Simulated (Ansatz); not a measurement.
# HgTe (model cell, started as CsCl type): phonons and vibrational spectra, part 2 of 2

Aim: the phonons of HgTe (model cell, started as CsCl type) at a cell relaxed beforehand at this level. After the zone centre comes a 4×4×4 q mesh on a 12×12×12 k mesh.

Ansatz 0.2.0; DFT PBEsol, scalar-relativistic, plane waves, PAW.

So far. Step 2 (Linear response at the zone centre): Before it was imposed, the acoustic sum rule was missed by 7.0e-5 eV/Å². Small misses are needed for a sound result but don't prove that mesh and cutoff are converged. The lowest optical mode is real, 63.4 cm⁻¹.

The structure was built from a prototype and need not be the compound's stable phase.

## Step 3: Response at finite wavevector (continued)

Interpolated from a 4×4×4 q mesh. The phonon branches at the labelled points (cm⁻¹):

| point | branch 1 | branch 2 | branch 3 | branch 4 | branch 5 | branch 6 |
| --- | --- | --- | --- | --- | --- | --- |
| Γ | 0 | 0 | 0 | 63 | 63 | 63 |
| halfway | -31 | -31 | 42 | 43 | 43 | 54 |
| X | -55 | -55 | 35 | 35 | 60 | 60 |
| halfway | -66 | -22 | 24 | 35 | 71 | 79 |
| M | -78 | 24 | 24 | 34 | 90 | 90 |
| halfway | -50 | -47 | -10 | 37 | 54 | 72 |
| Γ | 0 | 0 | 0 | 63 | 63 | 63 |
| halfway | -72 | -25 | -25 | 55 | 57 | 57 |
| R | 55 | 55 | 55 | 72 | 72 | 72 |
| halfway | -47 | -28 | 7 | 44 | 63 | 76 |
| X | -55 | -55 | 35 | 35 | 60 | 60 |
| jump to R | 55 | 55 | 55 | 72 | 72 | 72 |
| halfway | -61 | 33 | 33 | 43 | 74 | 74 |
| M | -78 | 24 | 24 | 34 | 90 | 90 |

The phonon branches as a text plot (rows in cm⁻¹):

```
     87 |            ******                                    **
     80 |           **   * **                                 *
     73 |         ***     *  *                *********   ****
     66 |*        **          ******        **  *   ***** *
     59 |***  ****         **    * **********    ***   ***
     52 |  ****              *  *      **    ******       **
     45 |   **                **    ***     *    * ***     ***
     38 |    **********  ******                  *    ****  * ***
     31 |        **    **                   *     *     *  * *
     24 |  *       *******                 *           *      ***
     16 | *          *   **     *                  *  *
      9 |*                 **    * *                **
      2 |           *             *
     -5 |*                       * *
    -12 | *                  ****   *    **       **
    -19 |  *              *     *    **
    -26 |                      *    *  **           *
    -33 |   *      *                                 *
    -40 |    *    *        ** *            *       *  *     *
    -47 |     *              *                      ** *
    -54 |      ***                   **               ****
    -61 |         **       **            **                  *
    -68 |           *     *
    -75 |            *****             **                     ***
         Γ      X      M          Γ            R        X|R     M
```

Tetrahedra on a 20×20×20 mesh, mean over bins of 2 cm-1. Interpolated from a 4×4×4 q mesh. Phonon density of states against wavenumber; read off at these points:

| wavenumber (cm⁻¹) | phonon density of states (1/cm⁻¹/cell) |
| --- | --- |
| -79.0 | 0.00132 |
| -73.0 | 0.0138 |
| -67.0 | 0.0299 |
| -61.0 | 0.0379 |
| -55.0 | 0.0422 |
| -49.0 | 0.0210 |
| -43.0 | 0.0277 |
| -37.0 | 0.0324 |
| -33.0 | 0.0336 |
| -27.0 | 0.0246 |
| -21.0 | 0.0191 |
| -15.0 | 0.0197 |
| -9.0 | 0.0144 |
| -3.0 | 0.0112 |
| 3.0 | 0.0117 |
| 9.0 | 0.0214 |
| 15.0 | 0.0366 |
| 21.0 | 0.0609 |
| 23.0 | 0.0730 |
| 27.0 | 0.0231 |
| 33.0 | 0.0144 |
| 37.0 | 0.102 |
| 39.0 | 0.0757 |
| 45.0 | 0.0559 |
| 49.0 | 0.0502 |
| 55.0 | 0.0350 |
| 61.0 | 0.0821 |
| 63.0 | 0.109 |
| 67.0 | 0.0738 |
| 73.0 | 0.0619 |
| 79.0 | 0.0374 |
| 85.0 | 0.0199 |
| 91.0 | 2.1e-4 |

The partial phonon density of states has structure finer than the step of the table below, so its rows give means over 10 cm⁻¹, whole bins alone (the curve runs from -88.1 to 103 cm⁻¹). Peaks (cm⁻¹: height): Hg -11.2: 0.0104, 21.2: 0.0403, 36.9: 0.0763, 62.1: 0.0583; Te -60.5: 0.0354, -44.8: 0.0280, -35.2: 0.0320, 21.2: 0.0212, 69.3: 0.0407.

Phonopy on the run's constants, 15x15x15 mesh, Gaussian sigma 2.0 cm-1. Interpolated from a 4×4×4 q mesh. Table of partial phonon density of states by wavenumber; means over each step; values in 1/cm⁻¹/cell:

| wavenumber (cm⁻¹) | Hg | Te |
| --- | --- | --- |
| -80 | 9.6e-6 | 0.00380 |
| -70 | 6.9e-4 | 0.0228 |
| -60 | 0.00163 | 0.0344 |
| -50 | 0.00145 | 0.0268 |
| -40 | 0.00260 | 0.0251 |
| -30 | 0.00527 | 0.0231 |
| -20 | 0.00793 | 0.0148 |
| -10 | 0.00838 | 0.00945 |
| 0 | 0.00250 | 0.00188 |
| 10 | 0.0157 | 0.0109 |
| 20 | 0.0322 | 0.0176 |
| 30 | 0.0228 | 0.00702 |
| 40 | 0.0654 | 0.00531 |
| 50 | 0.0401 | 0.00754 |
| 60 | 0.0468 | 0.0220 |
| 70 | 0.0317 | 0.0382 |
| 80 | 0.0125 | 0.0239 |
| 90 | 0.00233 | 0.00532 |

Second derivatives of the energy by pair, one row for each kind of neighbour of each atom listed. Each entry sums the pair over the periodic images of the supercell that the q mesh stands for, and in a polar crystal it holds the long-range dipole part too. Force constants by pair, by row:

| atom | neighbour | distance (Å) | third of the trace (eV/Å²) | along the pair's line (eV/Å²) |
| --- | --- | --- | --- | --- |
| Hg1 | itself | 0 | 1.56 | – |
| Hg1 | Te | 3.217 | -0.0911 | -0.613 |
| Hg1 | Hg | 3.715 | -0.0699 | -0.3252 |
| Hg1 | Hg | 5.253 | -0.0012 | -0.0241 |
| Hg1 | Te | 6.16 | -0.0105 | -0.0344 |
| Hg1 | Hg | 6.434 | -0.0091 | -0.0329 |
| Hg1 | Hg | 7.429 | 0.0031 | 0.0306 |
| Te2 | itself | 0 | 0.1751 | – |
| Te2 | Hg | 3.217 | -0.0911 | -0.613 |
| Te2 | Te | 3.715 | -0.0942 | -0.8084 |
| Te2 | Te | 5.253 | 0.055 | 0.2896 |
| Te2 | Hg | 6.16 | -0.0105 | -0.0344 |
| Te2 | Te | 6.434 | 0.04 | 0.1642 |
| Te2 | Te | 7.429 | 0.1803 | 0.3152 |

Symmetry leaves 10 wavevectors to solve. The lowest mode among them, the acoustic zeros apart, lies at q = (0, -0.5, -0.5) and is imaginary, 78.5i cm⁻¹, so the energy falls along it.

## Step 4: Isotope substitution

An isotope changes the mass and not the force constants, so no new electronic calculation is needed; the shifts show which modes move this element.

The same force constants with the mass of Te changed from 127.600 to 129.906 u (phonopy, no LO-TO term). Both lists are sorted by frequency; levels can cross, so a row need not hold one and the same mode. Modes under 3 cm⁻¹ are left out. Isotope shifts, by row:

```csv
q,rank,natural mass (cm⁻¹),changed mass (cm⁻¹)
0 0 0,4,63.43,63.08
0 0 0,5,63.43,63.08
0 0 0,6,63.43,63.08
0 0 0.25,1,-31.16,-30.94
0 0 0.25,2,-31.16,-30.94
0 0 0.25,3,42.03,41.78
0 0 0.25,4,42.56,42.48
0 0 0.25,5,42.56,42.48
0 0 0.25,6,53.67,53.51
0 0 -0.5,1,-54.7,-54.21
0 0 -0.5,2,-54.7,-54.21
0 0 -0.5,3,34.59,34.59
0 0 -0.5,4,34.59,34.59
0 0 -0.5,5,60.02,59.48
0 0 -0.5,6,60.14,60.14
0 0.25 0.25,1,-49.68,-49.24
0 0.25 0.25,2,-46.81,-46.44
0 0.25 0.25,3,-9.74,-9.7
0 0.25 0.25,4,36.77,36.76
0 0.25 0.25,5,54.17,54.12
0 0.25 0.25,6,72.54,72.16
```

A mode of this element alone would shift by -0.89 %. The highest zone-centre frequency without the field goes from 63.4 to 63.1 cm⁻¹ (-0.6 %). The product of the frequency ratios over all optical modes at Γ is 0.984; the product rule, (m/m′)^(3k/2) (M′/M)^(3/2) with k = 1 such atoms and M the mass of the cell, gives 0.984.

## Step 5: Results

- space group (within 0.01 Å): Pm-3m
- volume per atom: 25.6 Å³
- electronic character: no gap on this mesh
- highest optical mode at the zone centre (no LO-TO term): 63.4 cm⁻¹
- lowest optical zone-centre mode: 63.4 cm⁻¹
- lowest mode on the q mesh (acoustic modes at Γ apart): -78.5 cm⁻¹
- highest frequency on the path or at a solved wavevector: 90.5 cm⁻¹
- imaginary modes on the 4×4×4 q mesh: yes

Modes are clearly imaginary (beyond 10i cm⁻¹) at 8 of the 10 irreducible wavevectors, most at q = (0, -0.5, -0.5) (78.5i cm⁻¹), so this structure is not a minimum of the energy. The optical modes at Γ form one degenerate level at 63 cm⁻¹. With no gap, or one that is small against the smearing, the frequencies hang on the k mesh and the smearing, most of all near Kohn anomalies. Spin-orbit coupling is left out, which can matter for the heavy elements here. A phonon run warned that its eigensolver left some bands unconverged in a pass. The starting cell was built on a prototype and not taken from a measurement, so the phase need not exist. These are harmonic frequencies at zero temperature: anharmonic shifts, linewidths and thermal expansion are left out.

[Logs are printed without paths, hosts, clocks, repeated set-up lines and the standing remarks that a program may print on its own settings, such as how far it seeks lower states.]

[Hosts, paths, dates, database ids (printed as entryN), source tags and the programs' standing remarks are cut or masked in the printed files.]
